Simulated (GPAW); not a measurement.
## Nb2N(OH)2 MXene monolayer in an electric field

Aim: the dipole that a field along the normal induces in Nb2N(OH)2 MXene monolayer.

Program: GPAW 26.7.0. Level of theory: GPAW, PAW setups; layer in a repeated cell with vacuum, relaxation of atoms and in-plane cell, in the first sound run; inputs show where later runs differ. Results are calculated unless marked as measured.

Most raw output is cut from this account.

### Step 1. Set-up

The cell holds 7 atoms: 2 H, 2 O, 2 Nb and 1 N. Its edges and angles: a = 3.079 Å, b = 3.079 Å, c = 24.758 Å, α = 90.0°, β = 90.0°, γ = 120.0°. Vacuum lies along c.

### Step 2. Relaxing the atoms

Forces are removed first; all later runs use this geometry.

The input, run.py:

```python
import json
import numpy as np
from ase import Atoms
from ase.filters import FrechetCellFilter
from ase.optimize import BFGS
from gpaw import GPAW, PW

slab = Atoms(
    ['H', 'O', 'Nb', 'N', 'Nb', 'O', 'H'],
    positions=[
        [-0.00000, 1.77771, 9.00000],
        [-0.00000, 1.77771, 9.98000],
        [1.53954, 0.88885, 11.16417],
        [0.00000, 0.00000, 12.37909],
        [-0.00000, 1.77771, 13.59401],
        [1.53954, 0.88885, 14.77818],
        [1.53954, 0.88885, 15.75818]],
    cell=[[3.07908, 0.0, 0.0], [-1.53954, 2.66656, 0.0], [0.0, 0.0, 24.7582]],
    pbc=[True, True, True])

slab.calc = GPAW(mode=PW(600), xc='PBE', kpts={'size': (12, 12, 1), 'gamma': True},
                 occupations={'name': 'fermi-dirac', 'width': 0.05}, nbands='160%',
                 convergence={'density': 1e-05}, maxiter=200,
                 symmetry={'tolerance': 1e-3}, txt='slab.txt')
result = {}
# The in-plane cell is free; stress needs a cell that repeats along all three vectors
path = []
opt = BFGS(FrechetCellFilter(slab, mask=[1, 1, 0, 0, 0, 1]), maxstep=0.2)
opt.attach(lambda: path.append((slab.get_potential_energy(), slab.positions.tolist(), slab.get_forces().tolist())))
result['relaxed'] = bool(opt.run(fmax=0.02, steps=45))
result['path'] = path
result['cell'] = slab.cell.tolist()
print('in-plane lattice', slab.cell.cellpar().round(4)[[0, 1, 5]])
energy = slab.get_potential_energy()
fermi = slab.calc.get_fermi_level()
v = slab.calc.get_electrostatic_potential().mean((0, 1)) - fermi
n = slab.calc.get_pseudo_density().mean((0, 1))
L = slab.cell[2, 2]
z = np.arange(len(v)) * L / len(v)
low, high = slab.positions[:, 2].min(), slab.positions[:, 2].max()
below, above = np.interp([low - 6.8, high + 6.8], z, v)
slopes = [np.interp(x, z, np.gradient(v, z)) for x in (low - 6.8, high + 6.8)]
eps = np.array([[slab.calc.get_eigenvalues(k, s) for k in range(len(slab.calc.get_ibz_k_points()))]
                for s in range(slab.calc.get_number_of_spins())]) - fermi
top, bottom = eps[eps < 0].max(), eps[eps > 0].min()
dipole = slab.get_dipole_moment()[2]
print(f'energy {energy:.4f} eV, Fermi level {fermi:.4f} eV, dipole {dipole:.5f} e A')
print(f'potential 6.8 A off the faces, from the Fermi level: lower {below:.4f} eV, upper {above:.4f} eV')
print(f'slope of the potential there: lower {slopes[0]:.5f}, upper {slopes[1]:.5f} eV/A')
print(f'nearest levels on the mesh: {top:.4f} and {bottom:.4f} eV')
print('magnetic moment', round(slab.get_magnetic_moment(), 3))
result.update(energy=energy, fermi=fermi, dipole=dipole, below=below, above=above, slopes=slopes, edges=[top, bottom],
              z=z.tolist(), v=v.tolist(), n=n.tolist(), positions=slab.positions.tolist(),
              forces=slab.get_forces(apply_constraint=False).tolist(), moments=slab.get_magnetic_moments().tolist())
json.dump(result, open('result.json', 'w'))
```

The run is started by

```sh
$ OMP_NUM_THREADS=1 OPENBLAS_NUM_THREADS=1 python run.py
```

Wall time 30 min (1 thread of Arm Neoverse V1, shared host); peak memory 0.64 GiB.

Numbers from this step:

```
dipole along the normal                    : -3.09e-4 e·Å
levels nearest the Fermi level on the mesh : -0.008285, 0.01415 eV from the Fermi level
```

The electrostatic potential energy of an electron (without an applied field's), less the Fermi level, planar mean oscillates, so the rows of the table below give means over windows of 1.59 Å about each position, cut where the curve ends. Its maxima inside the range that stand out by 2 % of the span (Å: eV): 9.4: -0.563, 10.4: -6.75, 12.0: -12.6, 12.7: -12.6, 14.3: -6.75, 15.4: -0.558. Its minima: 9.0: -1.39, 10.0: -10.5, 11.3: -23.6, 12.4: -16.2, 13.4: -23.6, 14.8: -10.5, 15.7: -1.39.

Electrostatic potential energy of an electron (without an applied field's), less the Fermi level, planar mean against z; means over each step:

```csv
z (Å),"electrostatic potential energy of an electron (without an applied field's), less the Fermi level, planar mean (eV)"
0.80,2.53
2.39,2.53
3.98,2.52
5.57,2.48
7.16,2.11
8.75,-0.0478
10.34,-9.68
11.93,-17.0
13.52,-16.4
15.11,-4.61
16.70,1.19
18.29,2.36
19.88,2.51
21.47,2.53
23.06,2.53
24.65,2.53
```

The pseudo valence density, planar mean oscillates, so the rows of the table below give means over windows of 1.24 Å about each position, cut where the curve ends. Its maxima inside the range that stand out by 2 % of the span (Å: e/Å³): 10.1: 0.855, 11.3: 1.38, 12.4: 0.825, 13.4: 1.38, 14.7: 0.855. Its minima: 10.6: 0.486, 12.0: 0.782, 12.7: 0.782, 14.1: 0.486.

Pseudo valence density, planar mean against z; means over each step:

```csv
z (Å),"pseudo valence density, planar mean (e/Å³)"
4.34,9.0e-5
5.58,5.1e-4
6.82,0.00225
8.06,0.0158
9.30,0.307
10.54,0.723
11.78,0.999
13.02,1.01
14.26,0.710
15.50,0.284
16.74,0.0142
17.98,0.00215
19.22,4.8e-4
20.46,8.5e-5
```

The relaxation lowered the energy of the cell by 0.912 eV (energies extrapolated to zero smearing; the optimiser's log prints free energies). The largest force left on a free atom is 0.0018 eV/Å.

### Step 3. Plane waves, PBE

With the geometry fixed, the planar mean of the potential gives the vacuum level on each side.

This step: GPAW, PAW setups; slab in vacuum (GPAW 26.7.0).

The cell differs from the one that the last finished run ended in (c 24.758 → 24.708 Å).

The input, run.py:

```python
import json
import numpy as np
from ase import Atoms
from gpaw import GPAW, PW

slab = Atoms(
    ['H', 'O', 'Nb', 'N', 'Nb', 'O', 'H'],
    positions=[
        [-0.00000, 1.85296, 9.00000],
        [-0.00000, 1.85296, 9.98019],
        [1.60470, 0.92647, 11.30214],
        [-0.00000, -0.00000, 12.35422],
        [-0.00000, 1.85296, 13.40629],
        [1.60470, 0.92647, 14.72824],
        [1.60470, 0.92647, 15.70843]],
    cell=[[3.20941, 0.0, 0.0], [-1.6047, 2.77943, 0.0], [0.0, 0.0, 24.7084]],
    pbc=[True, True, False])

slab.calc = GPAW(mode=PW(500), xc='PBE', kpts={'size': (12, 12, 1), 'gamma': True},
                 occupations={'name': 'fermi-dirac', 'width': 0.05}, nbands='160%',
                 convergence={'density': 1e-05}, maxiter=200,
                 poissonsolver={'dipolelayer': 'xy'},
                 symmetry={'tolerance': 1e-3}, txt='slab.txt')
result = {}
energy = slab.get_potential_energy()
fermi = slab.calc.get_fermi_level()
v = slab.calc.get_electrostatic_potential().mean((0, 1)) - fermi
n = slab.calc.get_pseudo_density().mean((0, 1))
L = slab.cell[2, 2]
z = np.arange(len(v)) * L / len(v)
low, high = slab.positions[:, 2].min(), slab.positions[:, 2].max()
below, above = np.interp([low - 6.8, high + 6.8], z, v)
slopes = [np.interp(x, z, np.gradient(v, z)) for x in (low - 6.8, high + 6.8)]
eps = np.array([[slab.calc.get_eigenvalues(k, s) for k in range(len(slab.calc.get_ibz_k_points()))]
                for s in range(slab.calc.get_number_of_spins())]) - fermi
top, bottom = eps[eps < 0].max(), eps[eps > 0].min()
dipole = slab.get_dipole_moment()[2]
print(f'energy {energy:.4f} eV, Fermi level {fermi:.4f} eV, dipole {dipole:.5f} e A')
print(f'potential 6.8 A off the faces, from the Fermi level: lower {below:.4f} eV, upper {above:.4f} eV')
print(f'slope of the potential there: lower {slopes[0]:.5f}, upper {slopes[1]:.5f} eV/A')
print(f'nearest levels on the mesh: {top:.4f} and {bottom:.4f} eV')
print('magnetic moment', round(slab.get_magnetic_moment(), 3))
result.update(energy=energy, fermi=fermi, dipole=dipole, below=below, above=above, slopes=slopes, edges=[top, bottom],
              z=z.tolist(), v=v.tolist(), n=n.tolist(), positions=slab.positions.tolist(),
              forces=slab.get_forces(apply_constraint=False).tolist(), moments=slab.get_magnetic_moments().tolist())
json.dump(result, open('result.json', 'w'))
```

Elapsed: 2.2 min, on 1 thread; peak memory 0.29 GiB.

This step gave:

```yaml
dipole_along_the_normal: 5.45e-4 e·Å
levels_nearest_the_fermi_level_on_the_mesh: -0.01014, 0.01348 eV from the Fermi level
upper_work_function: 2.539 eV
lower_work_function: 2.550 eV
```

The electrostatic potential energy of an electron (without an applied field's), less the Fermi level, planar mean oscillates, so the rows of the table below give means over windows of 1.54 Å about each position, cut where the curve ends. Its maxima inside the range that stand out by 2 % of the span (Å: eV): 9.3: -0.547, 10.4: -6.77, 12.0: -12.7, 12.7: -12.7, 14.3: -6.77, 15.4: -0.557. Its minima: 9.0: -1.37, 10.0: -10.5, 11.3: -23.6, 12.4: -16.3, 13.4: -23.6, 14.7: -10.5, 15.7: -1.38.

The electrostatic potential energy of an electron (without an applied field's), less the Fermi level, planar mean by z; means over each step:

```csv
z (Å),"electrostatic potential energy of an electron (without an applied field's), less the Fermi level, planar mean (eV)"
0.77,2.55
2.31,2.55
3.85,2.55
5.39,2.51
6.93,2.22
8.47,0.365
10.01,-6.56
11.55,-17.7
13.09,-17.8
14.63,-7.14
16.17,0.249
17.71,2.18
19.25,2.49
20.79,2.53
22.33,2.54
23.87,2.54
```

The pseudo valence density, planar mean oscillates, so the rows of the table below give means over windows of 1.35 Å about each position, cut where the curve ends. Its maxima inside the range that stand out by 2 % of the span (Å: e/Å³): 10.0: 0.858, 11.4: 1.35, 12.4: 0.822, 13.3: 1.35, 14.7: 0.858. Its minima: 10.6: 0.488, 12.0: 0.780, 12.7: 0.780, 14.1: 0.488.

Pseudo valence density, planar mean against z; means over each step:

```csv
z (Å),"pseudo valence density, planar mean (e/Å³)"
3.38,2.3e-5
4.73,1.7e-4
6.08,0.00100
7.43,0.00492
8.78,0.109
10.13,0.623
11.48,1.01
12.83,0.961
14.18,0.752
15.53,0.266
16.88,0.0104
18.23,0.00162
19.58,3.0e-4
20.93,4.3e-5
```

Force by atom:

```csv
atom,x (eV/Å),y (eV/Å),z (eV/Å),size
H1,0.000,0.000,-0.097,0.097
O2,0.000,0.000,0.161,0.161
Nb3,0.000,0.000,-0.014,0.014
N4,0.000,0.000,0.000,0.000
Nb5,0.000,0.000,0.014,0.014
O6,0.000,0.000,-0.161,0.161
H7,0.000,0.000,0.097,0.097
```

The potential is flat to 3.2e-4 eV/Å where it is read, so the vacuum is wide enough.

### Step 4. In a field

A uniform field along the normal polarises the slab; the atoms stay fixed, so this is the electronic response alone.

run.py, as its differences from that of step 3:

```diff
@@ -4,2 +4,3 @@
 from gpaw import GPAW, PW
+from gpaw.external import ConstantElectricField
 
@@ -22,2 +23,3 @@
                  poissonsolver={'dipolelayer': 'xy'},
+                 external=ConstantElectricField(-0.2, [0, 0, 1]),
                  symmetry={'tolerance': 1e-3}, txt='slab.txt')
```

It took 7.9 min on 1 thread; peak memory 0.67 GiB.

Numbers from this step:

* dipole along the normal: -0.1207 e·Å
* levels nearest the Fermi level on the mesh: -0.01116, 0.009497 eV from the Fermi level
* potential below the slab, the applied field's own ramp left out: 1.352 eV from the Fermi level
* potential above the slab, the applied field's own ramp left out: 3.800 eV from the Fermi level

The electrostatic potential energy of an electron (without an applied field's), less the Fermi level, planar mean oscillates, so the rows of the table below give means over windows of 1 Å about each position, cut where the curve ends. Its maxima inside the range that stand out by 2 % of the span (Å: eV): 9.3: -1.21, 10.4: -7.17, 12.0: -12.7, 12.7: -12.6, 14.3: -6.37, 15.4: 0.101, 24.2: 3.80. Its minima: 9.0: -2.11, 10.0: -11.0, 11.3: -23.9, 12.4: -16.3, 13.4: -23.4, 14.7: -10.0, 15.7: -0.657.

Electrostatic potential energy of an electron (without an applied field's), less the Fermi level, planar mean against z; means over each step:

z (Å), electrostatic potential energy of an electron (without an applied field's), less the Fermi level, planar mean (eV) and a bar from the least value:
```
        0        1.8 ###########################
        1        1.4 ###########################
        2        1.4 ###########################
        3        1.4 ###########################
        4        1.3 ###########################
        5        1.3 ###########################
        6        1.3 ##########################
        7        1.1 ##########################
        8        0.5 #########################
        9       -1.4 #######################
       10       -7.7 ##############
       11      -17.5 
       12      -15.6 ###
       13      -17.5 
       14      -12.3 #######
       15       -4.8 ##################
       16        0.6 #########################
       17        2.8 #############################
       18        3.5 ##############################
       19        3.7 ##############################
       20        3.8 ##############################
       21        3.8 ##############################
       22        3.8 ##############################
       23        3.8 ##############################
       24        3.7 ##############################
```

Force by atom:

```csv
atom,x (eV/Å),y (eV/Å),z (eV/Å),size
H1,0.000,0.000,-0.070,0.070
O2,0.000,0.000,0.099,0.099
Nb3,0.000,0.000,0.020,0.020
N4,0.000,0.000,-0.008,0.008
Nb5,0.000,0.000,0.039,0.039
O6,0.000,0.000,-0.210,0.210
H7,0.000,0.000,0.120,0.120
```

The dipole is now -0.121 e Å, against 5.4e-4 in the run without a field.

### Step 5. Field on

run.py, as its differences from that of step 4:

```diff
@@ -23,3 +23,3 @@
                  poissonsolver={'dipolelayer': 'xy'},
-                 external=ConstantElectricField(-0.2, [0, 0, 1]),
+                 external=ConstantElectricField(-0.1, [0, 0, 1]),
                  symmetry={'tolerance': 1e-3}, txt='slab.txt')
```

It took 8.3 min on 1 thread; peak memory 0.67 GiB.

This step gave:

```yaml
dipole_along_the_normal: -0.06014 e·Å
levels_nearest_the_fermi_level_on_the_mesh: -0.01037, 0.01251 eV from the Fermi level
potential_below_the_slab_the_applied_field_s_own_ramp_left_out: 1.943 eV from the Fermi level
potential_above_the_slab_the_applied_field_s_own_ramp_left_out: 3.162 eV from the Fermi level
```

The electrostatic potential energy of an electron (without an applied field's), less the Fermi level, planar mean oscillates, so the rows of the table below give means over windows of 1.54 Å about each position, cut where the curve ends. Its maxima inside the range that stand out by 2 % of the span (Å: eV): 9.3: -0.882, 10.4: -6.97, 12.0: -12.7, 12.7: -12.6, 14.3: -6.57, 15.4: -0.224. Its minima: 9.0: -1.74, 10.0: -10.8, 11.3: -23.7, 12.4: -16.3, 13.4: -23.5, 14.7: -10.3, 15.7: -1.02.

The electrostatic potential energy of an electron (without an applied field's), less the Fermi level, planar mean by z; means over each step:

z (Å), electrostatic potential energy of an electron (without an applied field's), less the Fermi level, planar mean (eV) and a bar from the least value:
```
     0.77        2.0 ############################
     2.31        1.9 ############################
     3.85        1.9 ############################
     5.39        1.9 ############################
     6.93        1.7 ############################
     8.47       -0.1 #########################
    10.01       -6.8 ################
    11.55      -17.7 
    13.09      -17.7 
    14.63       -6.9 ################
    16.17        0.7 ##########################
    17.71        2.7 #############################
    19.25        3.1 ##############################
    20.79        3.2 ##############################
    22.33        3.2 ##############################
    23.87        3.1 ##############################
```

Force by atom:

```csv
atom,x (eV/Å),y (eV/Å),z (eV/Å),size
H1,0.000,0.000,-0.084,0.084
O2,0.000,0.000,0.131,0.131
Nb3,0.000,0.000,0.001,0.001
N4,0.000,0.000,-0.004,0.004
Nb5,0.000,0.000,0.028,0.028
O6,0.000,0.000,-0.187,0.187
H7,0.000,0.000,0.109,0.109
```

The dipole is now -0.0601 e Å, against 5.4e-4 in the run without a field.

### Step 6. In a field

run.py, as its differences from that of step 5:

```diff
@@ -23,3 +23,3 @@
                  poissonsolver={'dipolelayer': 'xy'},
-                 external=ConstantElectricField(-0.1, [0, 0, 1]),
+                 external=ConstantElectricField(-0.05, [0, 0, 1]),
                  symmetry={'tolerance': 1e-3}, txt='slab.txt')
```

It took 7.8 min on 1 thread; peak memory 0.67 GiB.

### Step 7. Field on

run.py, as its differences from that of step 6:

```diff
@@ -23,3 +23,3 @@
                  poissonsolver={'dipolelayer': 'xy'},
-                 external=ConstantElectricField(-0.05, [0, 0, 1]),
+                 external=ConstantElectricField(0.05, [0, 0, 1]),
                  symmetry={'tolerance': 1e-3}, txt='slab.txt')
```

Elapsed: 7.7 min, on 1 thread; peak memory 0.67 GiB.

### Step 8. Field on

run.py, as its differences from that of step 7:

```diff
@@ -23,3 +23,3 @@
                  poissonsolver={'dipolelayer': 'xy'},
-                 external=ConstantElectricField(0.05, [0, 0, 1]),
+                 external=ConstantElectricField(0.1, [0, 0, 1]),
                  symmetry={'tolerance': 1e-3}, txt='slab.txt')
```

Wall time 8 min (1 thread); peak memory 0.67 GiB.

The dipole is now 0.0601 e Å, against 5.4e-4 in the run without a field.

### Step 9. Field on

run.py, as its differences from that of step 8:

```diff
@@ -23,3 +23,3 @@
                  poissonsolver={'dipolelayer': 'xy'},
-                 external=ConstantElectricField(0.1, [0, 0, 1]),
+                 external=ConstantElectricField(0.2, [0, 0, 1]),
                  symmetry={'tolerance': 1e-3}, txt='slab.txt')
```

Wall time 7.6 min (1 thread); peak memory 0.67 GiB.

The dipole is now 0.121 e Å, against 5.4e-4 in the run without a field.

### Step 10. In a field

run.py, as its differences from that of step 9:

```diff
@@ -23,3 +23,3 @@
                  poissonsolver={'dipolelayer': 'xy'},
-                 external=ConstantElectricField(0.2, [0, 0, 1]),
+                 external=ConstantElectricField(0.3, [0, 0, 1]),
                  symmetry={'tolerance': 1e-3}, txt='slab.txt')
```

Wall time 8.8 min (1 thread); peak memory 0.67 GiB.

[end of part 1 of 2]

[Logs are printed without paths, hosts, clocks, repeated set-up lines and the standing remarks that a program may print on its own settings, such as how far it seeks lower states.]

[Hosts, paths, dates, database ids (printed as entryN), source tags and the programs' standing remarks are cut or masked in the printed files.]
